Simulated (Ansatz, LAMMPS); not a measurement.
# Glassy 69SiO2-19Al2O3-6SrO-6Li2O (mol %) (106 atoms): geometry optimisation

How does glassy 69SiO2-19Al2O3-6SrO-6Li2O (mol %) (106 atoms) relax, and what do bonds, charges and levels look like afterwards?

Program: Ansatz 0.2.0. Level of theory: Kohn-Sham DFT, PBE, PAW (set soft_2), plane waves. Results are calculated unless marked as measured.

### Step 1. The starting structure

The cell holds 106 atoms: 22 Si, 12 Al, 2 Sr, 4 Li and 66 O. Its edges and angles: a = 11.040 Å, b = 11.040 Å, c = 11.040 Å, α = 90.0°, β = 90.0°, γ = 90.0°. 106 atoms (22 Si, 12 Al, 2 Sr, 4 Li, 66 O) placed at random at 2.72 g/cm³, melted at 4000 K for 10 ps at fixed volume with the Morse and Coulomb pair potential with partial charges (Pedone, Malavasi, Menziani, Cormack and Segre, J. Phys. Chem. B 110, 11780 (2006)). Quenched from 4000 K to 300 K at 50 K/ps and fixed volume, held 5 ps.

What the set-up can't give: The quench rate of 50 K/ps far exceeds what a furnace or splat quench reaches, so expect more defects and frozen-in strain than in a real sample. The starting topology of bonds comes from the classical model. Sampling is at Γ alone, for a cell whose shortest periodic width is 11 Å.

### Step 2. Single point at the start

The forces at the start show how far the geometry lies from a minimum of this functional.

The input, input.yaml:

```yaml
crystal:
  lattice:
    - [11.0396, 0.0, 0.0]
    - [0.0, 11.0396, 0.0]
    - [0.0, 0.0, 11.0396]
  atoms:
    - { symbol: Si, position: [0.75704, 0.44225, 0.02002] }
    - { symbol: Si, position: [0.03673, 0.95852, 0.60122] }
    - { symbol: Si, position: [0.1407, 0.06301, 0.27371] }
    - { symbol: Si, position: [0.69401, 0.30319, 0.58621] }
    [... 96 atom lines left out ...]
    - { symbol: O, position: [0.27567, 0.50348, 0.03463] }
    - { symbol: O, position: [0.25354, 0.67284, 0.86993] }
    - { symbol: O, position: [0.66324, 0.87571, 0.05799] }
    - { symbol: O, position: [0.04362, 0.78805, 0.22368] }
    - { symbol: O, position: [0.46108, 0.49147, 0.27369] }
    - { symbol: O, position: [0.02335, 0.10472, 0.62842] }
kpoints:
  mp_grid: { grid: [1, 1, 1] }
hamiltonian:
  xc: pbe
scf:
  occupations: { method: fixed }
output:
  forces: true
  stress: true
  populations: intrinsic
  dos:
    method: { smearing: { sigma: 0.1 } }
    de: 0.1
    projected: { site_lists: { Al: [Al], Li: [Li], O: [O], Si: [Si], Sr: [Sr] } }
  eigenvalues: true
```

Launch:

```sh
$ ansatz run input.yaml --threads 4 --pin off --max-ram 8192MiB --backend cpu --events-out ev --progress --plain --runs-dir out
```

Elapsed: 21 s, on 4 threads of Arm Neoverse V2, shared host; peak memory 1.7 GiB.

The run gave:

| Quantity | Value |
| --- | --- |
| free energy | -65914.9966 eV |
| free energy per atom | -621.8396 eV/atom |
| SCF cycles | 9 |
| pressure | 7.333 GPa |
| r.m.s. force component | 1.297 eV/Å |
| longest force | 5.032 eV/Å |
| Fermi energy | 3.799 eV |
| gap (highest filled to lowest empty level) | 3.722 eV |

The r.m.s. force component of 1.3 eV/Å and the pressure of 7.3 GPa set the starting point.

Length of the force by element:

| element | coordination | atoms | mean length of the force (eV/Å) | spread | least | most |
| --- | --- | --- | --- | --- | --- | --- |
| Al | all | 12 | 1.85 | 1.11 | 0.604 | 3.84 |
| Li | all | 4 | 0.638 | 0.486 | 0.181 | 1.43 |
| O | all | 66 | 1.87 | 0.949 | 0.414 | 4.76 |
| Si | all | 22 | 2.72 | 1.05 | 0.842 | 5.03 |
| Sr | all | 2 | 0.418 | 0.0261 | 0.392 | 0.444 |

### Step 3. Relaxation

The atoms are relaxed in the fixed cell, aiming at the force tolerance of the input.

input.yaml, the sections that differ from step 2:

```yaml
output:
  forces: true
relax:
  f_tol: 0.03
  max_steps: 200
# crystal, kpoints, hamiltonian, scf: as in step 2
```

Wall time 2.4 min (4 threads); peak memory 1.6 GiB.

Step by step:

| step | energy less that of the first step (eV) | largest force component (eV/Å) |
| --- | --- | --- |
| 1 | 0.0000 | 4.5030 |
| 2 | -4.2702 | 3.0678 |
| 3 | -7.4957 | 1.0702 |
| 4 | -7.9641 | 0.6153 |
| 5 | -8.3444 | 0.4348 |
| 6 | -8.4748 | 0.3259 |
| 7 | -8.5471 | 0.2857 |
| 8 | -8.6071 | 0.2072 |
| 9 | -8.6540 | 0.1546 |
| 10 | -8.6778 | 0.1683 |
| 11 | -8.7001 | 0.1473 |
| 12 | -8.7130 | 0.1124 |
| 13 | -8.7210 | 0.0741 |
| 14 | -8.7206 | 0.0638 |
| 15 | -8.7256 | 0.0379 |
| 16 | -8.7259 | 0.0409 |
| 17 | -8.7268 | 0.0295 |

Relaxation step 14 was tried and not accepted.

The atoms that moved most (Å):

| atom | dx | dy | dz | length |
| --- | --- | --- | --- | --- |
| O105 | -0.094 | 0.155 | -0.405 | 0.443 |
| Li38 | 0.309 | -0.209 | -0.239 | 0.443 |
| Li40 | -0.247 | -0.358 | -0.031 | 0.436 |
| O87 | -0.036 | 0.345 | -0.262 | 0.434 |
| Li37 | -0.073 | -0.423 | 0.043 | 0.432 |
| O88 | 0.368 | 0.155 | 0.001 | 0.399 |
| O106 | 0.017 | -0.059 | 0.391 | 0.396 |
| O48 | -0.003 | -0.372 | -0.080 | 0.381 |

The relaxation changed the energy by -82.3 meV/atom, and atoms moved by 0.22 Å r.m.s., 0.44 Å at most.

### Step 4. Local order after relaxation

Density 2.72 g/cm³, 12.69 Å³ an atom.

Pair distribution functions g(r), in bins of 0.2 Å:

| r (Å) | total | O-O | O-Si | O-Al | O-Li | O-Sr | Si-Si |
| --- | --- | --- | --- | --- | --- | --- | --- |
| 1.50 | 0.23 | 0.00 | 0.89 | 0.00 | 0.00 | 0.00 | 0.00 |
| 1.70 | 3.92 | 0.00 | 11.20 | 7.25 | 0.00 | 0.00 | 0.00 |
| 1.90 | 0.51 | 0.00 | 0.00 | 2.89 | 2.22 | 0.00 | 0.00 |
| 2.10 | 0.22 | 0.00 | 0.00 | 0.32 | 3.79 | 0.00 | 0.00 |
| 2.30 | 0.12 | 0.04 | 0.00 | 0.00 | 1.89 | 0.72 | 0.00 |
| 2.50 | 0.50 | 1.03 | 0.00 | 0.00 | 0.65 | 2.50 | 0.00 |
| 2.70 | 1.83 | 4.29 | 0.00 | 0.09 | 0.27 | 2.79 | 0.00 |
| 2.90 | 1.02 | 1.75 | 0.39 | 0.32 | 0.00 | 0.51 | 1.86 |
| 3.10 | 1.09 | 1.01 | 0.35 | 0.43 | 0.62 | 0.44 | 3.67 |
| 3.30 | 0.86 | 0.54 | 0.84 | 0.99 | 0.75 | 1.11 | 0.43 |
| 3.50 | 0.78 | 0.61 | 0.86 | 1.10 | 1.15 | 0.32 | 0.00 |
| 3.70 | 0.81 | 0.52 | 1.30 | 1.03 | 1.02 | 0.31 | 0.00 |
| 3.90 | 1.00 | 0.63 | 1.52 | 1.19 | 1.74 | 1.33 | 0.45 |
| 4.10 | 1.28 | 0.76 | 2.09 | 1.65 | 1.44 | 0.48 | 1.56 |
| 4.30 | 1.21 | 0.77 | 1.60 | 1.93 | 1.32 | 1.33 | 1.08 |
| 4.50 | 1.02 | 1.10 | 0.93 | 1.24 | 0.79 | 0.80 | 1.42 |
| 4.70 | 0.97 | 1.05 | 0.63 | 0.92 | 1.30 | 2.72 | 1.80 |
| 4.90 | 1.10 | 1.52 | 0.86 | 0.62 | 0.93 | 1.20 | 0.65 |
| 5.10 | 1.04 | 1.42 | 0.62 | 0.47 | 0.78 | 0.78 | 1.52 |
| 5.30 | 0.92 | 1.17 | 0.72 | 0.70 | 0.51 | 0.88 | 0.94 |

### Step 5. Single point at the relaxed geometry

One more single point at the end of the walk gives the fuller output and checks the residual forces.

The input, input.yaml:

```yaml
crystal:
  lattice:
    - [11.0396, 0.0, 0.0]
    - [0.0, 11.0396, 0.0]
    - [0.0, 0.0, 11.0396]
  atoms:
    - { symbol: Si, position: [0.75805, 0.44914, 0.01551] }
    - { symbol: Si, position: [0.03375, 0.95558, 0.62094] }
    - { symbol: Si, position: [0.13151, 0.06616, 0.27335] }
    - { symbol: Si, position: [0.69454, 0.28902, 0.5892] }
    [... 96 atom lines left out ...]
    - { symbol: O, position: [0.27056, 0.50627, 0.03782] }
    - { symbol: O, position: [0.26938, 0.6722, 0.86484] }
    - { symbol: O, position: [0.66228, 0.90303, 0.07058] }
    - { symbol: O, position: [0.03814, 0.79774, 0.23682] }
    - { symbol: O, position: [0.45257, 0.50547, 0.23703] }
    - { symbol: O, position: [0.02485, 0.09939, 0.66382] }
kpoints:
  mp_grid: { grid: [1, 1, 1] }
hamiltonian:
  xc: pbe
scf:
  occupations: { method: fixed }
output:
  forces: true
  stress: true
  populations: intrinsic
  dos:
    method: { smearing: { sigma: 0.1 } }
    de: 0.1
    projected: { site_lists: { Al: [Al], Li: [Li], O: [O], Si: [Si], Sr: [Sr] } }
  eigenvalues: true
  write_density: true
  write_potential: true
  volumetric_format: npy
```

Run time: 21 s. Hardware: 4 threads; peak memory 1.7 GiB.

Numbers from this run:

```
free energy                                      : -65923.7234 eV
free energy per atom                             : -621.9219 eV/atom
SCF cycles                                       : 9
pressure                                         : 0.9524 GPa
r.m.s. force component                           : 0.00715 eV/Å
longest force                                    : 0.03204 eV/Å
Fermi energy                                     : 3.455 eV
gap (highest filled to lowest empty level) : 4.346 eV
```

Intrinsic-atomic-orbital charges by element:

| element | coordination | atoms | mean charge (e) | spread | least | most |
| --- | --- | --- | --- | --- | --- | --- |
| Al | all | 12 | 1.33 | 0.0244 | 1.28 | 1.37 |
| Li | all | 4 | 0.827 | 0.0162 | 0.802 | 0.847 |
| O | all | 66 | -0.919 | 0.05 | -1.11 | -0.829 |
| Si | all | 22 | 1.71 | 0.0243 | 1.66 | 1.75 |
| Sr | all | 2 | 1.85 | 0.0085 | 1.84 | 1.86 |

Density of states as counts of states in windows of 1 eV (from the Fermi level), total and the larger projections:

| from (eV) | to (eV) | total | O p | Si p | O s |
| --- | --- | --- | --- | --- | --- |
| -18 | -17 | 57.2 | 0.5 | 7.0 | 44.6 |
| -17 | -16 | 20.6 | 0.2 | 2.3 | 16.3 |
| -16 | -15 | 9.8 | 0.1 | 0.0 | 3.2 |
| -15 | -14 | 4.1 | 0.1 | 0.0 | 0.2 |
| -14 | -13 | 1.9 | 0.1 | 0.0 | 0.1 |
| -13 | -10 | 0.0 | 0.0 | 0.0 | 0.0 |
| -10 | -9 | 0.3 | 0.2 | 0.0 | 0.0 |
| -9 | -8 | 13.3 | 8.8 | 0.6 | 0.6 |
| -8 | -7 | 14.8 | 10.2 | 1.0 | 0.7 |
| -7 | -6 | 21.3 | 15.5 | 2.3 | 0.7 |
| -6 | -5 | 35.7 | 27.3 | 4.7 | 0.6 |
| -5 | -4 | 47.3 | 37.3 | 4.9 | 1.4 |
| -4 | -3 | 50.1 | 42.4 | 2.8 | 1.5 |
| -3 | -2 | 69.7 | 63.1 | 2.0 | 1.3 |
| -2 | -1 | 86.4 | 81.4 | 1.4 | 0.9 |
| -1 | 0 | 55.1 | 53.0 | 0.5 | 0.3 |
| 0 | 1 | 2.1 | 2.0 | 0.0 | 0.0 |
| 1 | 4 | 0.0 | 0.0 | 0.0 | 0.0 |
| 4 | 5 | 2.0 | 0.0 | 0.0 | 0.5 |

With fixed occupations the program's Fermi level is the highest filled level; weight inside the gap is the broadening of levels at its edges.

Between -26 and -18 eV lie 50 more states.

The levels nearest the highest filled one (over half full), pooled over k-points and spins:

| level less the highest filled one (eV) | occupation |
| --- | --- |
| -0.301 | 2 |
| -0.221 | 2 |
| -0.178 | 2 |
| -0.133 | 2 |
| -0.0616 | 2 |
| 0 | 2 |
| 4.35 | 0 |
| 5.73 | 0 |
| 5.89 | 0 |
| 5.95 | 0 |
| 6.15 | 0 |
| 6.25 | 0 |

Mean intrinsic-atomic-orbital charges: Al +1.33, Li +0.83, O -0.92, Si +1.71, Sr +1.85 e. The largest share in the top eV of filled states is O p (97 % of the projected weight), and in the lowest eV of empty states O s (27 % of the projected weight).

### Step 6. Outcome

```
energy change in the relaxation                  : -82.33 meV/atom
r.m.s. displacement                              : 0.216 Å
largest displacement                             : 0.443 Å
free energy per atom                             : -621.9219 eV/atom
pressure                                         : 0.9524 GPa
r.m.s. force component                           : 0.00715 eV/Å
gap (highest filled to lowest empty level) : 4.346 eV
wall time of the 3 DFT runs                      : 3.1 min
```

What this shows: Relaxation lowers the energy by 82.3 meV/atom and moves atoms by 0.22 Å r.m.s.; the r.m.s. force component goes from 1.3 to 0.0072 eV/Å, the pressure goes from 7.3 to 0.95 GPa, and the gap from 3.72 to 4.35 eV. From the first step to the last the energy fell by 8.727 eV, and the largest move was 0.44 Å (O105, with 3 other atoms within 2 % of it). The highest filled and lowest empty levels differ by 4.35 eV (at Γ alone); a semilocal functional tends to put such gaps too low. In a disordered cell it changes from sample to sample, and tail or defect levels can set it.

What to keep in mind: The starting topology of bonds comes from the classical model; in DFT atoms moved by 0.22 Å r.m.s.

[Logs are printed without paths, hosts, clocks, repeated set-up lines and the standing remarks that a program may print on its own settings, such as how far it seeks lower states.]

[Hosts, paths, dates, database ids (printed as entryN), source tags and the programs' standing remarks are cut or masked in the printed files.]
